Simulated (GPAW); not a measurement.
# A Ga chain with one S atom in line: converging a transmission, part 3 of 3

How do the numerical settings move the conductance of a Ga chain with one S atom in line?

GPAW 26.7.0; GPAW LCAO, PAW setups; Landauer transmission from Green's functions with principal layers (ASE), zero bias.

So far, transmission at the Fermi level (one spin): step 2 (the reference run) 1.84; step 13 (smearing 0.01 eV) 2.32; step 14 (smearing 0.03 eV) 2.22; step 15 (smearing 0.2 eV) 1.53; step 16 (smearing 0.4 eV) 1.19.

### 18. K-points along the lead: lead_nz = 2

The lead's own mesh along the current sets its density and potential; where the lead is aligned to the junction's end layer, a rigid shift drops out.

This step: GPAW LCAO, PAW setups; Landauer transmission from Green's functions with principal layers (ASE), zero bias (GPAW 26.7.0).

run.py reads:

```python
import json
import numpy as np
from ase import Atoms
from ase.transport.calculators import TransportCalculator
from gpaw import GPAW, FermiDirac
from gpaw.lcao.tools import get_lcao_hamiltonian
from scipy.linalg import eigh

# The junction with lead layers at both ends, along the third cell vector
device = Atoms(
    ['Ga', 'Ga', 'Ga', 'Ga', 'Ga', 'S', 'Ga', 'Ga', 'Ga', 'Ga', 'Ga'],
    positions=[
        [4.50000, 4.50000, 1.27500],
        [4.50000, 4.50000, 3.82500],
        [4.50000, 4.50000, 6.37500],
        [4.50000, 4.50000, 8.92500],
        [4.50000, 4.50000, 11.47500],
        [4.50000, 4.50000, 13.68070],
        [4.50000, 4.50000, 15.88640],
        [4.50000, 4.50000, 18.43640],
        [4.50000, 4.50000, 20.98640],
        [4.50000, 4.50000, 23.53640],
        [4.50000, 4.50000, 26.08640]],
    cell=[[9.0, 0.0, 0.0], [0.0, 9.0, 0.0], [0.0, 0.0, 27.3614]],
    pbc=True)

# One principal layer of the lead: the first 3 atoms of the device
lead = Atoms(
    ['Ga', 'Ga', 'Ga'],
    positions=[
        [4.50000, 4.50000, 1.27500],
        [4.50000, 4.50000, 3.82500],
        [4.50000, 4.50000, 6.37500]],
    cell=[[9.0, 0.0, 0.0], [0.0, 9.0, 0.0], [0.0, 0.0, 7.65]],
    pbc=True)

settings = dict(mode='lcao', basis='szp(dzp)', xc='PBE', h=0.2,
                occupations=FermiDirac(0.1), maxiter=250,
                mixer=dict(beta=0.1, nmaxold=8, weight=100.0),
                convergence=dict(density=0.0001))
energies = np.arange(-3, 3 + 1e-9, 0.075)
eta = 0.0001
n1, n2 = 1, 1
# k and -k transmit alike, so half of the mesh across the current serves
mesh = [(i, j) for i in range(n1) for j in range(n2) if (i, j) <= (-i % n1, -j % n2)]
weights = np.array([1 if (i, j) == (-i % n1, -j % n2) else 2 for i, j in mesh]) / (n1 * n2)

# [... helper functions left out ...]
fermi_lead = ground_state(lead, (1, 1, 2), 'lead.txt')
fermi_device = ground_state(device, (1, 1, 3), 'device.txt')
# [... loop over the mesh left out, but for ...]
        # Shift the lead onto the potential of the device's first layer
        shift = ((H[:, 0, 0] - H0[:, 0, 0]) / S0[0, 0]).real.mean()
# [...]
kT = 8.617333e-5 * 77
bias = [0.1, 0.2, 0.5, 1.0, 1.5, 2.0]
# [... integrals and printing left out ...]
```

On the command line:

```bash
OMP_NUM_THREADS=1 OPENBLAS_NUM_THREADS=1 python run.py
```

The program printed:

```text
basis functions: device 99, principal layer 27
Fermi level: lead -2.9918 eV, device -3.1039 eV; lead shifted by -0.0537 eV
largest coupling past the next layer 5.88e-05 eV, largest misfit of the first layer 0.131 eV
  E-E_F (eV)   T (one spin)  [channel counts left out]
    -3.000    7.9140e-01
    -2.925    7.9482e-01
    -2.850    7.9862e-01
    -2.775    8.0285e-01
    -2.700    8.0760e-01
    -2.625    8.1299e-01
    -2.550    8.1916e-01
    -2.475    8.2630e-01
    -2.400    8.3467e-01
    -2.325    8.4459e-01
    -2.250    8.5654e-01
    -2.175    8.7116e-01
    -2.100    8.8933e-01
    -2.025    9.1229e-01
    -1.950    9.4143e-01
    -1.875    9.7649e-01
[...]
2.475    2.2685e+00
     2.550    2.2694e+00
     2.625    2.2738e+00
     2.700    2.2809e+00
     2.775    2.2892e+00
     2.850    2.2971e+00
     2.925    2.3027e+00
     3.000    2.3038e+00
conductance at 77 K: 1.999 G0 a cell; thermopower 1.52 uV/K
current from the zero-bias T(E) at 0.1 V: 15.295 uA
current from the zero-bias T(E) at 0.2 V: 29.72 uA
current from the zero-bias T(E) at 0.5 V: 61.547 uA
current from the zero-bias T(E) at 1.0 V: 107.31 uA
current from the zero-bias T(E) at 1.5 V: 155.16 uA
current from the zero-bias T(E) at 2.0 V: 202.41 uA
```

The job ended after 29 s (1 thread of Arm Neoverse V1, shared host; peak memory 0.92 GiB).

This step gave:

* conductance: 1.999 G₀
* thermopower: 1.520 μV/K
* largest coupling past the next principal layer: 5.88e-5 eV
* largest misfit of the first principal layer: 0.1306 eV
* shift that aligns the lead: -0.05375 eV
* transmission at the Fermi level (one spin): 2.013

One spin. Table of transmission, zone mean by energy, zero at the Fermi level:

```csv
energy (eV),"transmission, zone mean"
-3.00,0.791
-2.85,0.799
-2.70,0.808
-2.55,0.819
-2.33,0.845
-2.17,0.871
-2.02,0.912
-1.88,0.976
-1.80,0.999
-1.73,0.646
-1.57,2.2e-5
-1.35,0.301
-1.20,0.480
-1.05,0.557
-0.90,0.601
-0.75,0.629
-0.60,0.649
-0.38,0.670
-0.23,0.732
-0.07,2.02
0.00,2.01
0.07,1.79
0.23,1.61
0.38,1.68
0.60,1.83
0.75,1.84
0.90,1.83
1.05,1.85
1.20,1.92
1.35,2.03
1.57,2.21
1.73,2.28
1.88,2.32
2.02,2.32
2.17,2.30
2.33,2.28
2.55,2.27
2.70,2.28
2.85,2.30
3.00,2.30
```

Not self-consistent under bias; the bias window is split evenly. The current through one cell, from the zero-bias transmission by bias:

```csv
bias (V),"current through one cell, from the zero-bias transmission (μA)"
0.100,15.3
0.200,29.7
0.500,61.5
1.000,107
1.500,155
2.000,202
```

The conductance, 2.00 G₀, lies 9.0 % above that of the base run.

### 19. Varying the k-points along the lead: lead_nz = 4

Changes to run.py since step 18:

```diff
@@ -48,3 +48,3 @@
 # [... helper functions left out ...]
-fermi_lead = ground_state(lead, (1, 1, 2), 'lead.txt')
+fermi_lead = ground_state(lead, (1, 1, 4), 'lead.txt')
 fermi_device = ground_state(device, (1, 1, 3), 'device.txt')
```

The program printed:

```text
basis functions: device 99, principal layer 27
Fermi level: lead -3.2615 eV, device -3.1039 eV; lead shifted by 0.0892 eV
largest coupling past the next layer 5.71e-05 eV, largest misfit of the first layer 0.135 eV
  E-E_F (eV)   T (one spin)  [channel counts left out]
    -3.000    7.9325e-01
    -2.925    7.9661e-01
    -2.850    8.0031e-01
    -2.775    8.0446e-01
    -2.700    8.0912e-01
    -2.625    8.1443e-01
    -2.550    8.2051e-01
    -2.475    8.2756e-01
    -2.400    8.3582e-01
    -2.325    8.4559e-01
    -2.250    8.5732e-01
    -2.175    8.7160e-01
    -2.100    8.8929e-01
    -2.025    9.1155e-01
    -1.950    9.3978e-01
    -1.875    9.7407e-01
[...]
2.475    2.3822e+00
     2.550    2.3764e+00
     2.625    2.3633e+00
     2.700    2.3434e+00
     2.775    2.3176e+00
     2.850    2.2873e+00
     2.925    2.2538e+00
     3.000    2.2189e+00
conductance at 77 K: 1.6327 G0 a cell; thermopower -3.396 uV/K
current from the zero-bias T(E) at 0.1 V: 12.619 uA
current from the zero-bias T(E) at 0.2 V: 25.258 uA
current from the zero-bias T(E) at 0.5 V: 60.134 uA
current from the zero-bias T(E) at 1.0 V: 106.58 uA
current from the zero-bias T(E) at 1.5 V: 151.4 uA
current from the zero-bias T(E) at 2.0 V: 198.8 uA
```

Run time: 30 s. Hardware: 1 thread; peak memory 0.92 GiB.

Numbers from this step:

* conductance: 1.633 G₀
* thermopower: -3.396 μV/K
* largest coupling past the next principal layer: 5.71e-5 eV
* largest misfit of the first principal layer: 0.1348 eV
* shift that aligns the lead: 0.08921 eV
* transmission at the Fermi level (one spin): 1.636

One spin. Transmission, zone mean against energy, zero at the Fermi level:

```csv
energy (eV),"transmission, zone mean"
-3.0000,0.793
-2.7750,0.804
-2.4750,0.828
-2.2500,0.857
-2.0250,0.912
-1.8000,0.999
-1.7250,0.746
-1.5000,7.9e-7
-1.2750,0.425
-0.9750,0.587
-0.7500,0.630
-0.5250,0.655
-0.2250,0.675
0.0000,1.64
0.1500,1.92
0.2250,1.88
0.5250,1.64
0.7500,1.73
0.9750,1.93
1.2750,2.08
1.5000,2.12
1.7250,2.16
2.0250,2.28
2.2500,2.35
2.4000,2.38
2.4750,2.38
2.7750,2.32
3.0000,2.22
```

Not self-consistent under bias; the bias window is split evenly. Table of current through one cell, from the zero-bias transmission by bias:

```
bias (V)  current through one cell, from the zero-bias transmission (μA)
   0.100                                                            12.6
   0.200                                                            25.3
   0.500                                                            60.1
   1.000                                                             107
   1.500                                                             151
   2.000                                                             199
```

The conductance, 1.63 G₀, lies 11 % below that of the base run.

### 20. Varying the k-points along the lead: lead_nz = 8

Changes to run.py since step 19:

```diff
@@ -48,3 +48,3 @@
 # [... helper functions left out ...]
-fermi_lead = ground_state(lead, (1, 1, 4), 'lead.txt')
+fermi_lead = ground_state(lead, (1, 1, 8), 'lead.txt')
 fermi_device = ground_state(device, (1, 1, 3), 'device.txt')
```

The program printed:

```text
basis functions: device 99, principal layer 27
Fermi level: lead -3.1682 eV, device -3.1039 eV; lead shifted by -0.0272 eV
largest coupling past the next layer 5.82e-05 eV, largest misfit of the first layer 0.097 eV
  E-E_F (eV)   T (one spin)  [channel counts left out]
    -3.000    7.9246e-01
    -2.925    7.9592e-01
    -2.850    7.9975e-01
[...]
2.925    2.2795e+00
     3.000    2.2628e+00
conductance at 77 K: 1.8469 G0 a cell; thermopower -0.3679 uV/K
current from the zero-bias T(E) at 0.1 V: 14.201 uA
current from the zero-bias T(E) at 0.2 V: 27.95 uA
current from the zero-bias T(E) at 0.5 V: 61.791 uA
current from the zero-bias T(E) at 1.0 V: 108 uA
current from the zero-bias T(E) at 1.5 V: 154.39 uA
current from the zero-bias T(E) at 2.0 V: 201.73 uA
```

Run time: 30 s. Hardware: 1 thread; peak memory 0.92 GiB.

The conductance, 1.85 G₀, lies 0.7 % above that of the base run.

### 21. Varying the k-points along the lead: lead_nz = 30

Changes to run.py since step 20:

```diff
@@ -48,3 +48,3 @@
 # [... helper functions left out ...]
-fermi_lead = ground_state(lead, (1, 1, 8), 'lead.txt')
+fermi_lead = ground_state(lead, (1, 1, 30), 'lead.txt')
 fermi_device = ground_state(device, (1, 1, 3), 'device.txt')
```

The program printed:

```text
basis functions: device 99, principal layer 27
Fermi level: lead -3.1801 eV, device -3.1039 eV; lead shifted by -0.0103 eV
largest coupling past the next layer 5.80e-05 eV, largest misfit of the first layer 0.093 eV
  E-E_F (eV)   T (one spin)  [channel counts left out]
    -3.000    7.9259e-01
    -2.925    7.9606e-01
    -2.850    7.9988e-01
[...]
2.925    2.2760e+00
     3.000    2.2569e+00
conductance at 77 K: 1.8215 G0 a cell; thermopower -0.7009 uV/K
current from the zero-bias T(E) at 0.1 V: 14.016 uA
current from the zero-bias T(E) at 0.2 V: 27.645 uA
current from the zero-bias T(E) at 0.5 V: 61.873 uA
current from the zero-bias T(E) at 1.0 V: 108.17 uA
current from the zero-bias T(E) at 1.5 V: 154.35 uA
current from the zero-bias T(E) at 2.0 V: 201.71 uA
```

It took 34 s on 1 thread; peak memory 0.92 GiB.

One spin. Table of transmission, zone mean by energy, zero at the Fermi level:

energy (eV), transmission, zone mean and a bar:
```
  -3.0000       0.79 ##########
  -2.7750       0.80 ##########
  -2.4750       0.83 ###########
  -2.2500       0.86 ###########
  -2.0250       0.91 ############
  -1.8000       1.00 #############
  -1.7250       0.72 #########
  -1.5000       0.00 
  -1.2750       0.42 #####
  -0.9750       0.59 ########
  -0.7500       0.63 ########
  -0.5250       0.66 ########
  -0.2250       0.83 ###########
   0.0000       1.83 ########################
   0.2250       1.75 ######################
   0.5250       1.71 ######################
   0.7500       1.78 #######################
   0.9750       1.89 ########################
   1.2750       2.04 ##########################
   1.5000       2.14 ###########################
   1.7250       2.22 #############################
   2.0250       2.29 #############################
   2.2500       2.32 ##############################
   2.4000       2.33 ##############################
   2.4750       2.33 ##############################
   2.7750       2.31 ##############################
   3.0000       2.26 #############################
```

The conductance, 1.82 G₀, lies 0.6 % below that of the base run.

### 22. Convergence in the k-points along the lead

The runs and the base run on one axis.

This step: convergence of the conductance (GPAW 26.7.0).

The conductance by k-points along the lead:

```
k-points along the lead  conductance (G₀)
                    2.0              2.00
                    4.0              1.63
                    8.0              1.85
                   15.0              1.83
                   30.0              1.82
```

### 23. Outcome

```yaml
conductance_at_the_base_settings: 1.83 G₀
range_over_the_density_threshold_1p0e_6_to_0p1: 1.83 to 1.83 G₀
range_over_the_broadening_1p0e_6_to_0p05_ev: 0.819 to 1.84 G₀
range_over_the_smearing_0p01_to_0p4_ev: 1.19 to 2.29 G₀
range_over_the_k_points_along_the_lead_2_to_30: 1.63 to 2.00 G₀
```

**Reading.** At the base settings the conductance, averaged at 77 K, is 1.83 G₀. In the density threshold, no value tried moves the conductance by 3 %. In the broadening, 0.001 eV already gives the conductance within 3 % of the finest value tried; currents at finite bias may need more. The smearing of the SCF moves the conductance between 1.19 and 2.29 G₀; a narrow width also needs more k-points. In the k-points along the lead, 8 already gives the conductance within 3 % of the finest value tried; currents at finite bias may need more. The thresholds 0.01 and 0.1 ended after the same number of SCF steps: the energy test stopped those runs, so they are one result, not a plateau. T is read at the junction's Fermi level after the lead is aligned to it, so the test of the lead's mesh is blind to a shift of the lead's own level, and the junction's own mesh wasn't varied. Over the ranges tried, the broadening moves it most, counted as a ratio. The geometry was built from estimated bond lengths and not relaxed, so the numbers describe this model structure. An evenly spaced straight chain is an idealisation: free chains tend to dimerise, zigzag or, where a band edge lies near the Fermi level, turn magnetic. The currents use the zero-bias T(E) throughout, which holds only while the bias is small against the distance to the nearest feature.

[Logs are printed without paths, hosts, clocks, repeated set-up lines and the standing remarks that a program may print on its own settings, such as how far it seeks lower states.]

[Hosts, paths, dates, database ids (printed as entryN), source tags and the programs' standing remarks are cut or masked in the printed files.]
